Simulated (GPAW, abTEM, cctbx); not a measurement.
# TiTl2Cl6: the scripts behind a bonding study

Short scripts, each with its output. The cell comes from substitution in a known structure type and wasn't matched to any measured phase.

## Step 1: Relax the structure

```text
cell
1.0
     0.000000000    4.942000000    4.942000000
     4.942000000    0.000000000    4.942000000
     4.942000000    4.942000000    0.000000000
Tl Ti Cl
2 1 6
Direct
0.250000000 0.250000000 0.250000000
0.750000000 0.750000000 0.750000000
0.000000000 0.000000000 0.000000000
0.234400000 0.234400000 0.765600000
0.765600000 0.765600000 0.234400000
0.234400000 0.765600000 0.765600000
0.234400000 0.765600000 0.234400000
0.765600000 0.234400000 0.234400000
0.765600000 0.234400000 0.765600000
```

```python
from ase.constraints import FixSymmetry
from ase.filters import FrechetCellFilter
from ase.io import read, write
from ase.optimize import BFGS
from ase.parallel import parprint
from gpaw import GPAW, PW, FermiDirac

atoms = read("start.vasp")
atoms.set_constraint(FixSymmetry(atoms))
atoms.calc = GPAW(mode=PW(570), xc="PBE", kpts={"size": (3, 3, 3), "gamma": True},
                 occupations=FermiDirac(0.05), maxiter=120, symmetry={"tolerance": 1e-5}, txt="relax.txt")
BFGS(FrechetCellFilter(atoms), maxstep=0.15).run(fmax=0.03, steps=40)
parprint("cell  %.4f %.4f %.4f  %.2f %.2f %.2f" % tuple(atoms.cell.cellpar()))
parprint("volume %.3f A^3, largest force %.3f eV/A, largest stress %.2f GPa" % (atoms.get_volume(), abs(atoms.get_forces()).max(), 160.218 * abs(atoms.get_stress()).max()))
atoms.set_constraint()
write("relaxed.vasp", atoms, direct=True)
```

```console
$ OMP_NUM_THREADS=1 mpirun -n 4 gpaw python run.py > gpaw.log
```

```text
      Step        Energy          fmax
BFGS:    0      -34.695822        0.534156
BFGS:    1      -34.722657        0.403146
BFGS:    2      -34.764688        0.096779
BFGS:    3      -34.765252        0.081865
BFGS:    4      -34.766338        0.065568
BFGS:    5      -34.769656        0.091549
BFGS:    6      -34.776298        0.119695
BFGS:    7      -34.784335        0.108202
BFGS:    8      -34.789412        0.051861
BFGS:    9      -34.790267        0.007315
cell  7.0948 7.0948 7.0948  60.00 60.00 60.00
volume 252.530 A^3, largest force 0.007 eV/A, largest stress 0.04 GPa
```

Time: 1.8 min on 4 cores of Arm Neoverse V2 (shared host), peak memory 1.5 GiB.

## Step 2: Build the all-electron density and subtract free atoms

```text
cell
1.0
     0.000000000    5.016812140    5.016812140
     5.016812140    0.000000000    5.016812140
     5.016812140    5.016812140    0.000000000
Tl Ti Cl
2 1 6
Direct
0.250000000 0.250000000 0.250000000
0.750000000 0.750000000 0.750000000
0.000000000 0.000000000 0.000000000
0.235237260 0.235237260 0.764762740
0.764762740 0.764762740 0.235237260
0.235237260 0.764762740 0.764762740
0.235237260 0.764762740 0.235237260
0.764762740 0.235237260 0.235237260
0.764762740 0.235237260 0.764762740
```

```python
import numpy as np
from ase.io import read
from ase.units import Bohr
from gpaw import GPAW, PW, FermiDirac
from gpaw.calculator import GPAW as OldGPAW
from gpaw.mpi import serial_comm, world
from scipy.special import erfc
from scipy.spatial import cKDTree

atoms = read("cell.vasp")
atoms.calc = GPAW(mode=PW(450), xc="PBE", kpts={"size": (3, 3, 3), "gamma": True},
                 occupations=FermiDirac(0.05), maxiter=120, symmetry={"tolerance": 1e-5}, txt="scf.txt")
atoms.get_potential_energy()
rho = atoms.calc.get_all_electron_density(gridrefinement=2)
moments = atoms.get_magnetic_moments() if atoms.calc.get_number_of_spins() == 2 else np.zeros(len(atoms))
total = atoms.get_magnetic_moment() if moments.any() else 0.0
if world.rank == 0:
    free = OldGPAW(mode=PW(450), xc="PBE", txt=None, communicator=serial_comm)
    neutral = atoms.copy()
    neutral.set_initial_magnetic_moments(None)
    free.initialize(neutral)
    free.set_positions(neutral)
    drho = rho - free.get_all_electron_density(gridrefinement=2)
    # GPAW starts from confined atoms: exchange their smooth part for that of the datasets' free atoms
    h = np.stack(np.meshgrid(*[np.fft.fftfreq(n, 1 / n) for n in drho.shape], indexing="ij"), -1)
    gabs = np.linalg.norm(h @ atoms.cell.reciprocal(), axis=-1)
    tails = np.fft.fftn(free.get_pseudo_density(gridrefinement=2))
    g, form, v0 = np.linspace(0, gabs.max(), 1500), {}, 0
    for e in set(atoms.symbols):
        idx = atoms.symbols.search(e)
        d = free.setups[idx[0]].data
        r, w = d.rgd.r_g * Bohr, d.rgd.r_g**2 * d.rgd.dr_g
        j0 = np.sinc(2 * g[:, None] * r)
        smooth = sum(f * p**2 for f, p in zip(d.f_j, d.phit_jg)) + np.sqrt(4 * np.pi) * d.nct_g
        full = sum(f * p**2 for f, p in zip(d.f_j, d.phi_jg)) + np.sqrt(4 * np.pi) * d.nc_g
        phase = sum(np.exp(-2j * np.pi * h @ s) for s in atoms.get_scaled_positions()[idx])
        tails -= np.interp(gabs, g, j0 @ (smooth * w)) * phase * drho.size / atoms.get_volume()
        form[e] = j0 @ (full * w)
        v0 += 2 * np.pi / 3 * 14.3996 * (full * w * r**2).sum() * len(idx)  # V A^3
    tails *= 0.5 * erfc((gabs - 1.8) / 0.25)  # the tails differ at long wavelengths alone
    drho += np.fft.ifftn(tails).real  # crystal minus superposed spherical free atoms
    np.save("drho.npy", drho)
    dv = atoms.get_volume() / drho.size
    print("grid", drho.shape, " electrons %.3f" % (rho.sum() * dv), " moved by bonding %.3f e" % (abs(drho).sum() * dv / 2))
    pts = np.indices(drho.shape).reshape(3, -1).T / drho.shape @ atoms.cell
    shifts = (np.indices((3, 3, 3)).reshape(3, -1).T - 1) @ atoms.cell
    images = (atoms.positions[None] + shifts[:, None]).reshape(-1, 3)
    dist, idx = cKDTree(images).query(pts, k=4)
    out = drho.ravel()[dist[:, 0] > 0.5]
    print("deformation density beyond 0.5 A of the nuclei: max %.3f, min %.3f e/A^3" % (out.max(), out.min()))
    tie = dist < dist[:, :1] + 1e-4
    q = -np.bincount((idx % len(atoms))[tie], (drho.ravel()[:, None] / tie.sum(1, keepdims=True) * tie)[tie], len(atoms)) * dv
    print("atom        x       y       z   Voronoi charge  moment")
    for a, s, c, m in zip(atoms, atoms.get_scaled_positions(), q, moments):
        print("%-2s%-3d %7.4f %7.4f %7.4f %10.3f %10.2f" % (a.symbol, a.index + 1, *s, c, m))
    np.savez("free.npz", g=g, **form)
    print("mean inner potential of superposed free atoms %.3f V" % (v0 / atoms.get_volume()))
    print("total magnetic moment %.3f muB" % total)
```

```console
$ OMP_NUM_THREADS=1 mpirun -n 4 gpaw python run.py > gpaw.log
```

```text
grid (70, 70, 70)  electrons 286.000  moved by bonding 1.677 e
deformation density beyond 0.5 A of the nuclei: max 0.203, min -0.229 e/A^3
atom        x       y       z   Voronoi charge  moment
Tl1    0.2500  0.2500  0.2500      0.361       0.00
Tl2    0.7500  0.7500  0.7500      0.361       0.00
Ti3    0.0000  0.0000  0.0000      0.302       0.00
Cl4    0.2352  0.2352  0.7648     -0.171       0.00
Cl5    0.7648  0.7648  0.2352     -0.171       0.00
Cl6    0.2352  0.7648  0.7648     -0.171       0.00
Cl7    0.2352  0.7648  0.2352     -0.171       0.00
Cl8    0.7648  0.2352  0.2352     -0.171       0.00
Cl9    0.7648  0.2352  0.7648     -0.171       0.00
mean inner potential of superposed free atoms 11.905 V
total magnetic moment 0.000 muB
```

Time: 14 s.

## Step 3: Fourier-transform the difference

```python
from cctbx import adptbx, crystal, miller, xray
from cctbx.eltbx import tiny_pse
import numpy as np

cs = crystal.symmetry(unit_cell=(10.0336, 10.0336, 10.0336, 90, 90, 90), space_group_symbol='Hall: -F 4 2 3')  # Fm-3m
atoms = [  # label, site, U (iso, or U11 U22 U33 U12 U13 U23 in A^2), occupancy
    ("Tl1", (0.25, 0.75, 0.75), 0.0000, 1),
    ("Ti1", (0, 0, 0), 0.0000, 1),
    ("Cl1", (0.5, 0, 0.73524), 0.0000, 1),
]
xs = xray.structure(crystal_symmetry=cs)
for label, site, u, occ in atoms:
    u = adptbx.u_cif_as_u_star(cs.unit_cell(), u) if isinstance(u, tuple) else u
    xs.add_scatterer(xray.scatterer(label, site=site, u=u, occupancy=occ))
xs.scattering_type_registry(table="wk1995")
drho = np.load("drho.npy")
T = np.array([[-1, 1, 1], [1, -1, 1], [1, 1, -1]])  # conventional axes in terms of the primitive ones
dF = np.fft.ifftn(drho) * 1010.12124  # electrons a conventional cell, indexed by primitive hkl
ms = miller.build_set(cs, anomalous_flag=False, d_min=0.9).sort("resolution")
iam = ms.structure_factors_from_scatterers(xs, algorithm="direct").f_calc()
p1 = xs.expand_to_p1()
z = np.array([tiny_pse.table(sc.scattering_type).atomic_number() for sc in p1.scatterers()])
x = np.array(p1.sites_frac())
free = np.load("free.npz")
print("static structure factors of the conventional cell: F in electrons, V (Mott-Bethe) in volts")
print("   h  k  l      d  |F| table  |F| free   |F| DFT   change   |V| free  |V| DFT  change %")
for h, d, table in list(zip(ms.indices(), ms.d_spacings().data(), iam.data()))[:16]:
    df = dF[tuple(np.rint(np.linalg.solve(T, h)).astype(int))]
    phase = np.exp(2j * np.pi * x @ h)
    f = sum(np.interp(1 / d, free["g"], free[sc.scattering_type]) * p for sc, p in zip(p1.scatterers(), phase))
    fz = (z * phase).sum()
    c = 14.3996 * d * d / (np.pi * cs.unit_cell().volume())
    v0, v1 = abs(fz - f) * c, abs(fz - f - df) * c
    print("%4d%3d%3d %7.4f %9.3f %9.3f %9.3f %8.3f %9.3f %8.3f %8s" % (h + (d, abs(table), abs(f), abs(f + df), abs(f + df) - abs(f), v0, v1, "%.1f" % (100 * (v1 / v0 - 1)) if v0 > 0.02 else "-")))
```

```console
$ python run.py
```

```text
static structure factors of the conventional cell: F in electrons, V (Mott-Bethe) in volts
   h  k  l      d  |F| table  |F| free   |F| DFT   change   |V| free  |V| DFT  change %
   1  1  1  5.7929   114.429   114.587   114.986    0.399     1.705    1.644     -3.6
   0  2  0  5.0168   412.641   412.218   410.309   -1.909     1.079    1.297     20.2
   0  2  2  3.5474   553.478   553.236   551.444   -1.792     2.937    3.039      3.5
   1  3  1  3.0252    59.173    59.018    58.412   -0.606     0.698    0.724      3.6
   2  2  2  2.8965   804.051   804.313   807.315    3.002     5.965    5.851     -1.9
   0  4  0  2.5084   897.115   897.066   898.209    1.143     6.786    6.753     -0.5
   1  3  3  2.3019    20.123    19.842    18.402   -1.441     0.145    0.180     23.8
   0  4  2  2.2436   388.316   388.120   388.855    0.735     0.978    0.961     -1.7
   2  4  2  2.0481   491.991   491.375   491.291   -0.084     1.980    1.982      0.1
   3  3  3  1.9310    11.444    11.728    13.449    1.721     0.209    0.179    -14.0
   1  5  1  1.9310   110.006   109.969   110.229    0.260     1.084    1.079     -0.4
   0  4  4  1.7737   780.782   780.887   779.935   -0.952     4.920    4.933      0.3
   1  5  3  1.6960    73.861    73.831    73.372   -0.459     0.656    0.662      0.9
   2  4  4  1.6723   367.801   367.450   368.679    1.228     0.923    0.907     -1.7
   0  6  0  1.6723   347.096   346.702   346.938    0.236     0.721    0.718     -0.4
   0  6  2  1.5865   468.061   467.620   468.099    0.478     1.773    1.767     -0.3
```

Time: 0.3 s on 1 core of Arm Neoverse V2 (shared host), peak memory 0.08 GiB.

## Step 4: Propagate a plane wave with and without the bonding term

```python
import abtem
import numpy as np
from ase.build import make_supercell
from ase.io import read

abtem.config.set({"dask.lazy": False, "fft": "fftw", "diagnostics.progress_bar": False})
M = [[-1, 1, -1], [-1, 1, 1], [1, 1, -1]]  # rows: x, y and beam direction in the primitive cell's axes
unit = make_supercell(read("cell.vasp"), M)
unit.set_cell(list(unit.cell.lengths()) + [90, 90, 90], scale_atoms=True)
unit.positions[:, 2] += 0.6271  # keeps atomic planes off the slice boundaries
unit.wrap()
slab = unit * (1, 1, 60)
print(slab.get_chemical_formula(), "| box %.2f x %.2f x %.2f A" % tuple(slab.cell.lengths()))

# change of the potential by bonding, from the DFT deformation density (Poisson's equation term by term)
drho = np.load("drho.npy")
prim = read("cell.vasp")
h = np.stack(np.meshgrid(*[np.fft.fftfreq(n, 1 / n) for n in drho.shape], indexing="ij"), -1).reshape(-1, 3).astype(int)
g2 = ((h @ prim.cell.reciprocal()) ** 2).sum(1)
keep = (g2 > 0) & (g2 < 2.5**2)
shape = (287, 287, 56)
vg = np.zeros(shape, complex)
hm = h[keep] @ np.array(M).T
move = np.exp(-2j * np.pi * hm[:, 2] * (0.6271 / unit.cell[2, 2] - 0.5 / shape[2]))  # the same shift, sampled at mid-points
vg[tuple(hm.T % np.array(shape)[:, None])] = -14.3996 / np.pi * (np.fft.fftn(drho).ravel() / drho.size)[keep] / g2[keep] * move
dV = np.fft.ifftn(vg).real * vg.size
dV = dV.reshape(287, 287, 8, 7).mean(3) * unit.cell[2, 2] / 8  # V A, projected in each slice
dV = np.tile(dV.transpose(2, 0, 1), (60, 1, 1))


def build(atoms):
    p = abtem.Potential(atoms, gpts=(287, 287), slice_thickness=[slab.cell[2, 2] / 480] * 480,
                        parametrization="lobato", projection="infinite", exit_planes=40).build()
    p.array[:] += BONDING * dV
    return p


def potentials():
    yield build(slab)  # atoms at rest


for label, BONDING in (("IAM", 0.0), ("DFT", 1.0)):
    print("=====", label)
    potential = build(slab)
    print("grid", potential.gpts, "slices", potential.num_slices)
    thickness = potential.exit_thicknesses
    wave = abtem.PlaneWave(energy=300000)
    dp = np.mean([wave.multislice(p).diffraction_patterns(max_angle="valid").array for p in potentials()], axis=0)
    hkl = [(0, 0, 0), (2, 0, 0), (2, 2, 0)]
    nx, ny = dp.shape[-2:]
    print("intensity of each beam, fraction of the incident wave")
    print("  t (A)" + "".join("%9s" % " ".join(map(str, h)) for h in hkl) + "  diffuse    total")
    grid = np.zeros((nx, ny), bool)
    grid[nx // 2 % 1::1, ny // 2 % 1::1] = True
    for t, a in list(zip(thickness, dp))[1:]:
        idx = [np.rint(np.array(M) @ np.linalg.solve([[-1, 1, 1], [1, -1, 1], [1, 1, -1]], h)).astype(int) for h in hkl]
        print("%7.1f" % t + "".join("%9.5f" % a[nx // 2 + i[0] * 1, ny // 2 + i[1] * 1] for i in idx) + "%9.4f%9.4f" % (a[~grid].sum(), a.sum()))
```

```console
$ python run.py
```

```text
Cl1440Ti240Tl480 | box 10.03 x 10.03 x 602.02 A
===== IAM
grid (287, 287) slices 480
intensity of each beam, fraction of the incident wave
  t (A)    0 0 0    2 0 0    2 2 0  diffuse    total
   50.2  0.79397  0.00183  0.00161   0.0000   0.9969
  100.3  0.56784  0.00520  0.01383   0.0000   0.9942
  150.5  0.42336  0.00532  0.04127   0.0000   0.9919
  200.7  0.20471  0.00327  0.05360   0.0000   0.9885
  250.8  0.12820  0.01897  0.07066   0.0000   0.9836
  301.0  0.19203  0.02503  0.09878   0.0000   0.9801
  351.2  0.22503  0.02017  0.07462   0.0000   0.9782
  401.3  0.30219  0.04406  0.02846   0.0000   0.9755
  451.5  0.38499  0.05730  0.00972   0.0000   0.9733
  501.7  0.34536  0.04839  0.00083   0.0000   0.9706
  551.8  0.25424  0.07249  0.00646   0.0000   0.9681
  602.0  0.19703  0.08540  0.02179   0.0000   0.9668
===== DFT
grid (287, 287) slices 480
intensity of each beam, fraction of the incident wave
  t (A)    0 0 0    2 0 0    2 2 0  diffuse    total
   50.2  0.79591  0.00161  0.00146   0.0000   0.9969
  100.3  0.56786  0.00673  0.01258   0.0000   0.9942
  150.5  0.42128  0.00808  0.03861   0.0000   0.9919
  200.7  0.19966  0.00595  0.05028   0.0000   0.9884
  250.8  0.10738  0.02552  0.06515   0.0000   0.9835
  301.0  0.15471  0.03545  0.09339   0.0000   0.9798
  351.2  0.17728  0.02978  0.07572   0.0000   0.9778
  401.3  0.23686  0.05684  0.03237   0.0000   0.9751
  451.5  0.30204  0.07591  0.01271   0.0000   0.9730
  501.7  0.26011  0.06458  0.00375   0.0000   0.9704
  551.8  0.17432  0.08800  0.00451   0.0000   0.9675
  602.0  0.12442  0.10651  0.01449   0.0000   0.9660
```

Time: 22 s.

## Step 5: Rock the beam across one reflection

```python
import abtem
import numpy as np
from ase.build import make_supercell
from ase.io import read

abtem.config.set({"dask.lazy": False, "fft": "fftw", "diagnostics.progress_bar": False})
M = [[-1, 1, -1], [-1, 1, 1], [1, 1, -1]]  # rows: x, y and beam direction in the primitive cell's axes
unit = make_supercell(read("cell.vasp"), M)
unit.set_cell(list(unit.cell.lengths()) + [90, 90, 90], scale_atoms=True)
unit.positions[:, 2] += 0.6271  # keeps atomic planes off the slice boundaries
unit.wrap()
slab = unit * (1, 1, 88)
print(slab.get_chemical_formula(), "| box %.2f x %.2f x %.2f A" % tuple(slab.cell.lengths()))

# change of the potential by bonding, from the DFT deformation density (Poisson's equation term by term)
drho = np.load("drho.npy")
prim = read("cell.vasp")
h = np.stack(np.meshgrid(*[np.fft.fftfreq(n, 1 / n) for n in drho.shape], indexing="ij"), -1).reshape(-1, 3).astype(int)
g2 = ((h @ prim.cell.reciprocal()) ** 2).sum(1)
keep = (g2 > 0) & (g2 < 2.5**2)
shape = (223, 223, 56)
vg = np.zeros(shape, complex)
hm = h[keep] @ np.array(M).T
move = np.exp(-2j * np.pi * hm[:, 2] * (0.6271 / unit.cell[2, 2] - 0.5 / shape[2]))  # the same shift, sampled at mid-points
vg[tuple(hm.T % np.array(shape)[:, None])] = -14.3996 / np.pi * (np.fft.fftn(drho).ravel() / drho.size)[keep] / g2[keep] * move
dV = np.fft.ifftn(vg).real * vg.size
dV = dV.reshape(223, 223, 8, 7).mean(3) * unit.cell[2, 2] / 8  # V A, projected in each slice
dV = np.tile(dV.transpose(2, 0, 1), (88, 1, 1))


def build(atoms):
    p = abtem.Potential(atoms, gpts=(223, 223), slice_thickness=[slab.cell[2, 2] / 704] * 704,
                        parametrization="lobato", projection="infinite", exit_planes=176).build()
    p.array[:] += BONDING * dV
    return p


def potentials():
    yield build(slab)  # atoms at rest


for label, BONDING in (("IAM", 0.0), ("DFT", 1.0)):
    print("=====", label)
    potential = build(slab)
    print("grid", potential.gpts, "slices", potential.num_slices)
    thickness = potential.exit_thicknesses
    h = np.array(M) @ np.linalg.solve(np.array([[-1, 1, 1], [1, -1, 1], [1, 1, -1]]), [2, 0, 0])
    ix, iy = round(h[0]) * 1, round(h[1]) * 1
    gxy = h[:2] / unit.cell.lengths()[:2]
    along = gxy / np.hypot(*gxy)
    across = np.array([-along[1], along[0]])
    bragg = 500 * abtem.PlaneWave(energy=300000).wavelength * np.hypot(*gxy)
    print("Bragg angle %.3f mrad; beam tilted 37 mrad off the zone axis across the row" % bragg)
    print("dark-field intensity of 2 0 0 against tilt along the row, in Bragg angles")
    print("  t (A)" + "".join("%8.2f" % s for s in [0.2, 0.4, 0.6, 0.8, 1.0, 1.2, 1.4, 1.6, 1.8, 2.0, 2.2, 2.4, 2.6]))
    rows = []
    row = [(n * ix, n * iy) for n in range(-8, 9)]
    for s in [0.2, 0.4, 0.6, 0.8, 1.0, 1.2, 1.4, 1.6, 1.8, 2.0, 2.2, 2.4, 2.6]:
        tilt = -s * bragg * along + 37 * across
        dp = abtem.PlaneWave(energy=300000, tilt=tuple(tilt)).multislice(potential).diffraction_patterns(max_angle="valid").array
        rows.append(dp[:, dp.shape[1] // 2 + ix, dp.shape[2] // 2 + iy])
        if s == 1.0:
            cx, cy = dp.shape[1] // 2, dp.shape[2] // 2
            share = sum(dp[:, cx + i, cy + j] for i, j in row if abs(i) < cx and abs(j) < cy) / dp.sum(axis=(1, 2))
            total = dp.sum(axis=(1, 2))
    for t, a in list(zip(thickness, np.array(rows).T))[1:]:
        print("%7.1f" % t + "".join("%8.4f" % v for v in a))
    print("at the Bragg tilt, share in the row:", share[1:].round(3).tolist(), "total:", total[1:].round(3).tolist())
```

```console
$ python run.py
```

```text
Cl2112Ti352Tl704 | box 10.03 x 10.03 x 882.96 A
===== IAM
grid (223, 223) slices 704
Bragg angle 1.962 mrad; beam tilted 37 mrad off the zone axis across the row
dark-field intensity of 2 0 0 against tilt along the row, in Bragg angles
  t (A)    0.20    0.40    0.60    0.80    1.00    1.20    1.40    1.60    1.80    2.00    2.20    2.40    2.60
  220.7  0.0166  0.0177  0.0187  0.0196  0.0199  0.0194  0.0185  0.0174  0.0162  0.0149  0.0136  0.0124  0.0111
  441.5  0.0326  0.0423  0.0635  0.0845  0.0920  0.0850  0.0643  0.0432  0.0332  0.0289  0.0235  0.0215  0.0228
  662.2  0.0396  0.0365  0.0785  0.1161  0.1215  0.1161  0.0783  0.0364  0.0393  0.0412  0.0283  0.0239  0.0458
  883.0  0.0240  0.0560  0.1553  0.1953  0.1583  0.1960  0.1555  0.0564  0.0249  0.0234  0.0270  0.0382  0.0655
at the Bragg tilt, share in the row: [0.7509999871253967, 0.7160000205039978, 0.7139999866485596, 0.5550000071525574] total: [0.9959999918937683, 0.9940000176429749, 0.9900000095367432, 0.984000027179718]
===== DFT
grid (223, 223) slices 704
Bragg angle 1.962 mrad; beam tilted 37 mrad off the zone axis across the row
dark-field intensity of 2 0 0 against tilt along the row, in Bragg angles
  t (A)    0.20    0.40    0.60    0.80    1.00    1.20    1.40    1.60    1.80    2.00    2.20    2.40    2.60
  220.7  0.0228  0.0244  0.0259  0.0272  0.0277  0.0271  0.0257  0.0241  0.0223  0.0205  0.0186  0.0168  0.0149
  441.5  0.0443  0.0608  0.0914  0.1203  0.1307  0.1209  0.0924  0.0619  0.0453  0.0380  0.0324  0.0307  0.0317
  662.2  0.0460  0.0507  0.1050  0.1474  0.1523  0.1473  0.1047  0.0506  0.0457  0.0449  0.0350  0.0387  0.0720
  883.0  0.0300  0.0859  0.2079  0.2601  0.2218  0.2609  0.2082  0.0862  0.0310  0.0228  0.0262  0.0449  0.0723
at the Bragg tilt, share in the row: [0.75, 0.718999981880188, 0.7080000042915344, 0.5569999814033508] total: [0.9959999918937683, 0.9940000176429749, 0.9900000095367432, 0.9850000143051147]
```

Time: 3.4 min.

[Outputs are excerpts: Python notices, other lines and further rows are left out; steps that failed or that the build refused (PBEsol, TPSS) are not shown.]

[Logs are printed without paths, hosts, clocks, repeated set-up lines and the standing remarks that a program may print on its own settings, such as how far it seeks lower states.]
